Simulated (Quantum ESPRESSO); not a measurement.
# AlSi3 (Pm-3m): from the cell to the phonon bands, part 2 of 2

How does AlSi3 (Pm-3m) vibrate, and is this structure a minimum?

Quantum ESPRESSO 7.5; DFT LDA, scalar-relativistic, plane waves, PseudoDojo norm-conserving pseudopotentials.

So far, lowest frequency on the path (cm⁻¹): step 7 (dispersion) -86.3. Also highest frequency (cm⁻¹): step 7 323. The relaxed cell has a = 3.849 Å (conventional setting).

The structure was built from a prototype and need not be the compound's stable phase.

## Step 10: Sum rules set otherwise (asr crystal)

The rule can be imposed in more than one way; the choices should agree where the raw error is small.

dynmat.in

```
&input
   fildyn = 'x.dyn1'
   asr = 'crystal'
   fileig = 'dynmat.eig'
/
```

On the command line:

```sh
dynmat.x -in dynmat.in > dynmat.out
```

Run time: 0.45 s. Hardware: 1 thread of Arm Neoverse V1, shared host.

Numbers from this step:

```
lowest optical zone-centre mode : -48.86 cm⁻¹
```

Zone-centre frequencies as printed; negative means imaginary. Modes:

```
mode  frequency (cm⁻¹)
   1            -48.86
   2            -48.86
   3            -48.86
   4                 0
   5                 0
   6                 0
   7             81.58
   8             81.58
   9             81.58
  10             301.3
  11             301.3
  12             301.3
```

Against the first rule no mode moves by more than 0.1 cm⁻¹.

## Step 11: Sum rules set otherwise: a sum rule for molecules or wires on a crystal

This rule also removes rotations, which suits wires and not a crystal; it is tried to see the harm.

dynmat.in

```
&input
   fildyn = 'x.dyn1'
   asr = 'one-dim'
   fileig = 'dynmat.eig'
/
```

On the command line:

```sh
dynmat.x -in dynmat.in > dynmat.out
```

Run time: 0.45 s. Hardware: 1 thread.

The run ended normally, but on settings that are not sound.

The fault: a sum rule for molecules or wires on a crystal; 1 optical mode is projected out to zero frequency, as if it were a rotation.

For a crystal the rule has to be 'simple' or 'crystal'.

Zone-centre frequencies as printed; negative means imaginary. Modes:

```
mode  frequency (cm⁻¹)
   1            -48.86
   2            -48.86
   3                 0
   4                 0
   5                 0
   6                 0
   7             44.26
   8             81.58
   9             81.58
  10             294.7
  11             301.3
  12             301.3
```

## Step 12: The dispersion under another sum rule (asr no)

The sum rule corrects the force constants themselves, so it can shift branches at any wavevector, low ones most.

matdyn.in

```
&input
   asr = 'no'
   flfrc = 'x.fc'
   flfrq = 'x.freq'
   flvec = 'x.modes'
   q_in_band_form = .true.
   q_in_cryst_coord = .true.
/
8
  0.0000000   0.0000000   0.0000000   8  ! GAMMA
  0.0000000   0.5000000   0.0000000   8  ! X
  0.5000000   0.5000000   0.0000000   8  ! M
  0.0000000   0.0000000   0.0000000   8  ! GAMMA
  0.5000000   0.5000000   0.5000000   8  ! R
  0.0000000   0.5000000   0.0000000   1  ! X
  0.5000000   0.5000000   0.5000000   8  ! R
  0.5000000   0.5000000   0.0000000   1  ! M
```

On the command line:

```sh
matdyn.x -in matdyn.in > matdyn.out
```

It took 0.46 s on 1 thread.

This step gave:

```yaml
lowest_frequency_on_the_path: -86.33 cm⁻¹
```

At the labelled points the branches move by no more than 0.8 cm⁻¹.

## Step 13: A changed mass

Force constants don't depend on the masses, so an isotope effect costs no new response.

matdyn.in

```
&input
   asr = 'simple'
   flfrc = 'x.fc'
   flfrq = 'x.freq'
   flvec = 'x.modes'
   q_in_band_form = .true.
   q_in_cryst_coord = .true.
   amass(1) = 53.963
   amass(2) = 28.085
/
8
  0.0000000   0.0000000   0.0000000   8  ! GAMMA
  0.0000000   0.5000000   0.0000000   8  ! X
  0.5000000   0.5000000   0.0000000   8  ! M
  0.0000000   0.0000000   0.0000000   8  ! GAMMA
  0.5000000   0.5000000   0.5000000   8  ! R
  0.0000000   0.5000000   0.0000000   1  ! X
  0.5000000   0.5000000   0.5000000   8  ! R
  0.5000000   0.5000000   0.0000000   1  ! M
```

On the command line:

```sh
matdyn.x -in matdyn.in > matdyn.out
```

It took 0.46 s on 1 thread.

Read from the output:

| Property | Result |
| --- | --- |
| lowest frequency on the path | -71.26 cm⁻¹ |

Matdyn.x, sum rule simple. The phonon branches at the labelled points (cm⁻¹):

```
    point  branch 1  branch 2  branch 3  branch 4  branch 9  branch 10  branch 11  branch 12
        Γ       -44       -44       -44         0        82        263        263        263
  halfway        50        50        59        59       142        249        252        252
        X        73        73        78        78       203        215        221        221
  halfway        56        81       107       112       209        210        215        225
        M        22        77        77       147       188        207        223        223
  halfway        47        78        79       100       178        232        242        246
        Γ       -44       -44       -44         0        82        263        263        263
  halfway        34        34        70        70       183        229        248        248
        R       -71       -71       -70       -70       272        280        280        280
  halfway        31        51        55        79       215        233        247        253
        X        73        73        78        78       203        215        221        221
jump to R       -71       -71       -70       -70       272        280        280        280
  halfway       -48        25        25        52       241        255        261        261
        M        22        77        77       147       188        207        223        223
```

The top of the path falls from 323 to 280 cm⁻¹, a ratio of 0.87; a mode of that atom alone would give 0.71.

## Step 14: Summary of results

```
space group after relaxation                                       : Pm-3m
volume per atom                                                    : 14.3 Å³
highest optical zone-centre mode (no LO-TO term)                   : 301.3 cm⁻¹
lowest optical zone-centre mode                                    : -48.9 cm⁻¹
q mesh                                                             : 2×2×2
lowest mode on the q mesh (acoustic ones at the zone centre apart) : -86.3 cm⁻¹
imaginary modes on the q mesh                                      : yes
```

AlSi3 (Pm-3m) is unstable: a mode solved on the 2×2×2 mesh is imaginary, 86i cm⁻¹; its spectrum reaches 323 cm⁻¹. At the LDA level the optical modes of AlSi3 (Pm-3m) at the zone centre run from 49i to 301 cm⁻¹, so the structure is a saddle point, with 3 modes beyond 10i cm⁻¹ there. The most unstable solved mode lies at q = (-0.5, -0.5, -0.5), on the zone boundary, so the distortion that it points to doubles the cell. Of the 9 optical modes, 6 are infrared active alone and 3 are silent. These are harmonic frequencies at zero temperature: anharmonic shifts and linewidths and thermal expansion are left out. In a metal the frequencies hang on the k mesh and the smearing, most of all near Kohn anomalies. The runs are without spin polarisation, although the cell has an odd electron count or an open d or f shell, so a magnetic state was not tested. The relaxation ran at 32 Ry, under the 44 Ry recommended for these files; the stress of so short a basis can leave the cell about one per cent too small. The q mesh stands for a supercell only 7.7 Å across, so branches between the solved wavevectors are rough. The structure is a hypothetical one, built on a prototype.

[Host names and launcher messages were left out of these logs when they were recorded.]

[Logs are printed without paths, hosts, clocks, repeated set-up lines and the standing remarks that a program may print on its own settings, such as how far it seeks lower states.]

[Hosts, paths, dates, database ids (printed as entryN), source tags and the programs' standing remarks are cut or masked in the printed files.]
